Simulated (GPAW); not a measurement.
# Near-edge structure at the F K edge of ZrCoF6 (R-3)

How does the F K edge of ZrCoF6 (R-3) move when the bonds are compressed or stretched?

Program: GPAW 26.7.0. Level of theory: X-ray absorption from dipole matrix elements to empty bands, plane-wave PAW LDA+U. Results are calculated unless marked as measured.

## 1. The starting structure

The structure is trigonal, space group R-3 (No. 148). The conventional cell has a = 5.466 Å, b = 5.466 Å, c = 13.982 Å, α = 90.00°, β = 90.00°, γ = 120.00°. Nearest to Zr lie 6 F at 2.01 Å. Nearest to Co lie 6 F at 2.02 Å. Nearest to F lie 1 Zr at 2.01 Å and 1 Co at 2.02 Å. Farther neighbours and most contacts between anions are not listed.

Structure file:

```cif
data_structure
_symmetry_space_group_name_H-M 'P 1'
_symmetry_Int_Tables_number 1
_cell_length_a 5.6286
_cell_length_b 5.6286
_cell_length_c 5.6286
_cell_angle_alpha 58.098
_cell_angle_beta 58.098
_cell_angle_gamma 58.098
_cell_volume 120.59
loop_
_atom_site_label
_atom_site_type_symbol
_atom_site_fract_x
_atom_site_fract_y
_atom_site_fract_z
_atom_site_occupancy
Zr1 Zr 0.50000 0.50000 0.50000 1
Co2 Co 0.00000 0.00000 0.00000 1
F3 F 0.16800 0.75100 0.33300 1
F4 F 0.33300 0.16800 0.75100 1
F5 F 0.75100 0.33300 0.16800 1
F6 F 0.83200 0.24900 0.66700 1
F7 F 0.66700 0.83200 0.24900 1
F8 F 0.24900 0.66700 0.83200 1
```

## 2. The field without a hole

A plain self-consistent run shows whether there is a gap and which moments survive; both decide the set-up of the core-hole run.

Contents of scf.py:

```python
import numpy as np
from ase import Atoms
from ase.parallel import parprint, paropen
from gpaw import GPAW, PW, FermiDirac, Mixer, MixerDif, setup_paths
from gpaw.test import gen
setup_paths.insert(0, '.')
gen('F', name='nch1s', xcname='LDA', corehole=(1, 0, 0), write_xml=True)
from gpaw.mpi import world
world.barrier()

atoms = Atoms('ZrCoF6',
    cell=[[2.733, 1.57789829, 4.66066667],
     [-2.733, 1.57789829, 4.66066667],
     [0, -3.15579657, 4.66066667]],
    scaled_positions=[[0.5, 0.5, 0.5],
     [0, 0, 0],
     [0.168, 0.751, 0.333],
     [0.333, 0.168, 0.751],
     [0.751, 0.333, 0.168],
     [0.832, 0.249, 0.667],
     [0.667, 0.832, 0.249],
     [0.249, 0.667, 0.832]],
    magmoms=[0.0, 3.0, 0.0, 0.0, 0.0, 0.0, 0.0, 0.0],
    pbc=True)
atoms.calc = calc = GPAW(legacy_gpaw=True, mode=PW(500, force_complex_dtype=True), xc='LDA', setups={'Co': ':d,3.3', 2: 'nch1s'},
    kpts={'size': (3, 3, 3), 'gamma': True}, occupations=FermiDirac(0.05),
    charge=0, mixer=MixerDif(0.05, 8, 50), maxiter=150,
    convergence={'density': 0.0001, 'eigenstates': 1e-6}, txt='scf.txt')
energy = atoms.get_potential_energy() + calc.get_reference_energy()
ef = calc.get_fermi_level()
out = dict(energy=energy, fermi=ef, forces=atoms.get_forces().tolist(), magmoms=atoms.get_magnetic_moments().tolist())
parprint(f'all-electron energy {energy:.4f} eV, Fermi level {ef:.4f} eV')
ev = np.array([[calc.get_eigenvalues(k, s) for k in range(len(calc.get_ibz_k_points()))] for s in range(calc.get_number_of_spins())])
out['homo'], out['lumo'], out['counts'] = ev[ev < ef].max(), ev[ev > ef].min(), sorted(set((ev < ef).sum((0, 2)).tolist()))
out['filled'] = (ev[:, 0] < ef).sum(1).tolist()
import json
with paropen('out.json', 'w') as f:
    json.dump(out, f)
```

Run with:

```
$ OMP_NUM_THREADS=1 mpirun -n 4 gpaw python scf.py
```

Numbers of over 12 decimals in the logs are rounded to 6 here.

Log:

```text
Input parameters:
  convergence: {density: 0.0001,
                eigenstates: 1e-06}
  kpts: {gamma: True,
         size: (3, 3, 3)}
  maxiter: 150
  mixer: {backend: pulay,
          beta: 0.05,
          method: difference,
          nmaxold: 8,
          weight: 50}
  mode: {ecut: 500.0,
         force_complex_dtype: True,
         name: pw}
  occupations: {fixmagmom: False,
                name: fermi-dirac,
                width: 0.05}
  setups: {2: nch1s,
           Co: :d,3.3}

Initialize ...

[... PAW data sets ...]

Reference energy: -151818.582149  # eV

Spin-polarized calculation.
Initial magnetic moment: 3.000000

[... convergence settings ...]
Symmetries present (total): 1
  [... symmetry matrices ...]

27 k-points: 3 x 3 x 3 Monkhorst-Pack grid
14 k-points in the irreducible part of the Brillouin zone
       k-points in crystal coordinates                weights
   0:     0.00000000    0.00000000    0.00000000          1/27
   1:     0.00000000    0.00000000    0.33333333          2/27
   2:     0.00000000    0.33333333   -0.33333333          2/27
   3:     0.00000000    0.33333333    0.00000000          2/27
   4:     0.00000000    0.33333333    0.33333333          2/27
   5:     0.33333333   -0.33333333   -0.33333333          2/27
   6:     0.33333333   -0.33333333    0.00000000          2/27
   7:     0.33333333   -0.33333333    0.33333333          2/27
   8:     0.33333333    0.00000000   -0.33333333          2/27
   9:     0.33333333    0.00000000    0.00000000          2/27
          ...
  13:     0.33333333    0.33333333    0.33333333          2/27

Wave functions: Plane wave expansion
  Cutoff energy: 500.000 eV
  Number of coefficients (min, max): 3053, 3077
  Pulay-stress correction: 0.000000 eV/Ang^3 (de/decut=0.000000)
  Using FFTW library
  Wavefunction extrapolation:
    Improved wavefunction reuse through dual PAW basis

Occupation numbers: Fermi-Dirac:
  width: 0.0500  # eV

Eigensolver
   Davidson(niter=2)

Densities:
  Coarse grid: 30*30*30 grid
  Fine grid: 60*60*60 grid
  Total Charge: 0.000000

Density mixing:
  Method: difference
  Backend: pulay
  Linear mixing parameter: 0.05
  old densities: 8
  Width of damping distribution: 1.1
  Damping of long wavelength oscillations: 50

[... Hamiltonian set-up ...]
Number of atoms: 8
Number of atomic orbitals: 46
Number of bands in calculation: 44
Number of valence electrons: 63
Bands to converge: occupied

... initialized

Initializing position-dependent things.

Density initialized from atomic densities
Creating initial wave functions:
  44 bands from LCAO basis set

            F
        F       F
            Zr
        F       F
            F

            Co

Atomic positions and initial magnetic moments

Positions:
   0 Zr     0.000000    0.000000    6.991000    ( 0.0000,  0.0000,  0.0000)
   1 Co     0.000000    0.000000    0.000000    ( 0.0000,  0.0000,  3.0000)
   2 F     -1.593339    0.399208    5.835155    ( 0.0000,  0.0000,  0.0000)
   3 F      0.450945   -1.579476    5.835155    ( 0.0000,  0.0000,  0.0000)
   4 F      1.142394    1.180268    5.835155    ( 0.0000,  0.0000,  0.0000)
   5 F      1.593339   -0.399208    8.146845    ( 0.0000,  0.0000,  0.0000)
   6 F     -0.450945    1.579476    8.146845    ( 0.0000,  0.0000,  0.0000)
   7 F     -1.142394   -1.180268    8.146845    ( 0.0000,  0.0000,  0.0000)

Unit cell:
           periodic     x           y           z      points  spacing
  1. axis:    yes    2.733000    1.577898    4.660667    30     0.1495
  2. axis:    yes   -2.733000    1.577898    4.660667    30     0.1495
  3. axis:    yes    0.000000   -3.155797    4.660667    30     0.1495

  Lengths:   5.628576   5.628576   5.628576
  Angles:   58.098075  58.098075  58.098075

Effective grid spacing dv^(1/3) = 0.1647

iter:   1   -55.398495                   +3.0018
iter:   2   -55.093448   -1.05  -1.14    +3.0006
iter:   3   -52.842004   -0.69  -1.18    +3.0000
iter:   4   -53.015400   -1.54  -1.46    +3.0001
iter:   5   -52.794788   -2.40  -1.52    +2.9999
iter:   6   -52.978339   -1.92  -1.65    +3.0000
iter:   7   -52.856369   -1.77  -2.05    +3.0000
iter:   8   -53.013871   -2.94  -2.16    +3.0000
[...]
iter:  15   -53.460807c  -4.14  -2.25    +3.0000
[...]
iter:  18   -53.689926   -3.85  -2.55    +3.0000
iter:  19   -53.724620   -3.86  -2.62    +3.0000
iter:  20   -53.754707   -3.74  -2.66    +3.0000
iter:  21   -53.748013c  -3.86  -2.73    +3.0000
iter:  22   -53.755982c  -4.12  -2.77    +3.0000
iter:  23   -53.763467c  -3.96  -2.88    +3.0000
iter:  24   -53.763932c  -4.73  -2.96    +3.0000
iter:  25   -53.763746c  -4.89  -2.97    +3.0000
iter:  26   -53.764503c  -4.55  -3.04    +3.0000
[...]
iter:  31   -53.765355c  -5.36  -3.55    +3.0000
iter:  32   -53.765411c  -5.62  -3.61    +3.0000
iter:  33   -53.765520c  -5.22  -3.65    +3.0000
iter:  34   -53.765548c  -6.05c -3.88    +3.0000
iter:  35   -53.765555c  -6.79c -3.92    +3.0000
iter:  36   -53.765551c  -6.25c -3.95    +3.0000
iter:  37   -53.765574c  -5.56  -4.04c   +3.0000
iter:  38   -53.765574c  -6.96c -4.23c   +3.0000

Converged after 38 iterations.

Dipole moment: (-0.000000, -0.000000, -0.000000) |e|*Ang

Total magnetic moment: (0.000000, 0.000000, 3.000000)
Local magnetic moments:
   0 Zr ( 0.000000,  0.000000,  0.019974)
   1 Co ( 0.000000,  0.000000,  2.703577)
   2 F  ( 0.000000,  0.000000,  0.024446)
   3 F  ( 0.000000,  0.000000,  0.024664)
   4 F  ( 0.000000,  0.000000,  0.024528)
   5 F  ( 0.000000,  0.000000,  0.024446)
   6 F  ( 0.000000,  0.000000,  0.024664)
   7 F  ( 0.000000,  0.000000,  0.024528)

Energy contributions relative to reference atoms: (reference = -151818.582149)

Kinetic:        +66.877216
Potential:      -69.428362
External:        +0.000000
XC:             -52.516602
Entropy (-ST):   -0.000000
Local:           +1.302174
SIC:             +0.000000
--------------------------
Free energy:    -53.765574
Extrapolated:   -53.765574

Spin contamination: 0.013516 electrons
Showing only first 2 kpts
                      Up                     Down
 Kpt  Band  Eigenvalues  Occupancy  Eigenvalues  Occupancy
  0    29     -1.11988    1.00000      0.71229    1.00000
  0    30     -1.11357    1.00000      3.70277    0.00000
  0    31     -0.85173    1.00000      4.57769    0.00000
  0    32     -0.82349    1.00000      4.61393    0.00000

  1    29     -0.94118    1.00000      0.86051    1.00000
  1    30     -0.90435    1.00000      3.91128    0.00000
  1    31     -0.36056    1.00000      4.92363    0.00000
  1    32     -0.34810    1.00000      4.96026    0.00000

Fermi level: 2.26088

Gap: 2.782 eV
Transition (v -> c):
  (s=1, k=11, n=29, [0.33, 0.33, -0.33]) -> (s=1, k=0, n=30, [0.00, 0.00, 0.00])
Direct/indirect transitions are different
Direct gap: 2.970 eV
Transition at: (s=1, k=10, n=29, [0.33, 0.00, 0.33])

Forces in eV/Ang:
  0 Zr   -0.00000    0.00000    0.00000
  1 Co   -0.00000   -0.00000   -0.00000
  2 F     0.29794    0.01823    0.13853
  3 F    -0.16277    0.24087    0.12373
  4 F    -0.13292   -0.26515    0.13058
  5 F    -0.29794   -0.01823   -0.13853
  6 F     0.16277   -0.24087   -0.12373
  7 F     0.13292    0.26515   -0.13058
Scalar-relativistic atomic LDA calculation for F (Fluorine, Z=9)
Core hole in 1s state (1s occupation: 2.0)
300 radial gridpoints.
|------------------------------------------------|
|------------------------------------------------|
[... the atom generator's iteration count ...]

Energy contributions:
-------------------------
Kinetic:      +98.924702
XC:            -9.628727
Potential:   -188.480882
-------------------------
Total:        -99.184907

state      eigenvalue         ekin         rmax
-----------------------------------------------
1s^2.0 :   -24.213779    36.855229        0.115
2s^2.0 :    -1.089490     4.159703        0.767
2p^5.0 :    -0.415007     3.378968        0.703
-----------------------------------------------
(units: Bohr and Hartree)

Generating PAW setup
Kinetic energy of the core from tauc = 73.784289
Cutoffs:
rc(s)=1.200
rc(p)=1.200
rc(d)=1.200
rc(vbar)=1.080
rc(comp)=1.200
rc(nct)=1.200

Kinetic energy of the core states: 73.710458
Charge: 0.0
Core electrons: 2.0
Valence electrons: 7.0
Pseudo-core charge: 0.000387
Shape function alpha=6.944
Pseudo-electron charge 6.013308
state    eigenvalue         norm
--------------------------------
2s(2) :    -1.089490     1.062936
*s    :    -0.089490
2p(5) :    -0.415007     0.777410
*p    :     0.584993
*d    :     0.000000
--------------------------------

Diagonalizing with gridspacing h=0.050

state   all-electron     PAW
-------------------------------
2s:      -1.089490    -1.091166
2p:      -0.415007    -0.417133
*d:                    0.051257
*f:                    0.077758
-------------------------------
all-electron energy -151872.3477 eV, Fermi level 2.2609 eV
```

It took 37 s on 4 MPI ranks of Intel Xeon 6975P-C (Granite Rapids), shared host; peak memory 0.3 GiB; 2.4 min of CPU time.

The mesh shows a gap of 2.78 eV, so the hole is first treated in a charged cell, without the excited electron.

Site moments (μB): 0.02, 2.70, 0.02, 0.03, 0.03, 0.02, 0.03, 0.03.

## 3. Reference energy of the cell

The photon energy needs a difference of total energies, so the cell and mesh of the coming hole run are first run without a hole.

This run holds the same structure in another cell (a 5.629 → 5.466 Å, b 5.629 → 5.466 Å, α 58.1 → 90.0°, β 58.1 → 119.0°, γ 58.1 → 120.0°).

scf.py: that of step 2 with these lines changed.

```diff
@@ -11,13 +11,13 @@
 atoms = Atoms('ZrCoF6',
-    cell=[[2.733, 1.57789829, 4.66066667],
-     [-2.733, 1.57789829, 4.66066667],
-     [0, -3.15579657, 4.66066667]],
-    scaled_positions=[[0.5, 0.5, 0.5],
+    cell=[[-5.466, 0, 0],
+     [2.733, -4.73369486, 0],
+     [2.733, 1.57789829, 4.66066667]],
+    scaled_positions=[[0, 0.5, 0.5],
      [0, 0, 0],
-     [0.168, 0.751, 0.333],
-     [0.333, 0.168, 0.751],
-     [0.751, 0.333, 0.168],
-     [0.832, 0.249, 0.667],
-     [0.667, 0.832, 0.249],
-     [0.249, 0.667, 0.832]],
+     [0.084, 0.333, 0.252],
+     [0.919, 0.751, 0.252],
+     [0.501, 0.168, 0.252],
+     [0.916, 0.667, 0.748],
+     [0.081, 0.249, 0.748],
+     [0.499, 0.832, 0.748]],
     magmoms=[0.0, 3.0, 0.0, 0.0, 0.0, 0.0, 0.0, 0.0],
@@ -25,3 +25,3 @@
 atoms.calc = calc = GPAW(legacy_gpaw=True, mode=PW(500, force_complex_dtype=True), xc='LDA', setups={'Co': ':d,3.3', 2: 'nch1s'},
-    kpts={'size': (3, 3, 3), 'gamma': True}, occupations=FermiDirac(0.05),
+    kpts={'size': (4, 4, 4), 'gamma': True}, occupations=FermiDirac(0.02),
     charge=0, mixer=MixerDif(0.05, 8, 50), maxiter=150,
```

Log:

```text
Input parameters:
  convergence: {density: 0.0001,
                eigenstates: 1e-06}
  kpts: {gamma: True,
         size: (4, 4, 4)}
  maxiter: 150
  mixer: {backend: pulay,
          beta: 0.05,
          method: difference,
          nmaxold: 8,
          weight: 50}
  mode: {ecut: 500.0,
         force_complex_dtype: True,
         name: pw}
  occupations: {fixmagmom: False,
                name: fermi-dirac,
[...]
2s(2) :    -1.089490     1.062936
*s    :    -0.089490
2p(5) :    -0.415007     0.777410
*p    :     0.584993
*d    :     0.000000
--------------------------------

Diagonalizing with gridspacing h=0.050

state   all-electron     PAW
-------------------------------
2s:      -1.089490    -1.091166
2p:      -0.415007    -0.417133
*d:                    0.051257
*f:                    0.077758
-------------------------------
all-electron energy -151872.3412 eV, Fermi level 2.0509 eV
[key lines of the parts left out:]
Converged after 17 iterations.
Dipole moment: (0.000000, -0.000000, -0.000000) |e|*Ang
Free energy:    -53.759094
Fermi level: 2.05090
```

The job ended after 37 s (4 MPI ranks; peak memory 0.33 GiB; 2.4 min of CPU time).

Reference energy: -151872.341 eV with the cores included.

[end of part 1 of 3]

[Banner, clock and machine lines of the logs are left out without a mark of their own.]

[Logs are printed without paths, hosts, clocks, repeated set-up lines and the standing remarks that a program may print on its own settings, such as how far it seeks lower states.]

[Hosts, paths, dates, database ids (printed as entryN), source tags and the programs' standing remarks are cut or masked in the printed files.]

[Lists of maxima count a maximum above −3 eV only where it reaches 4 % of the highest in the window and stands out from its surroundings by 2 % of it (1.5 % where it reaches 55 %); shoulders and weaker maxima are passed over, and of the rest the first, up to two pre-edge ones and the few strongest are named.]
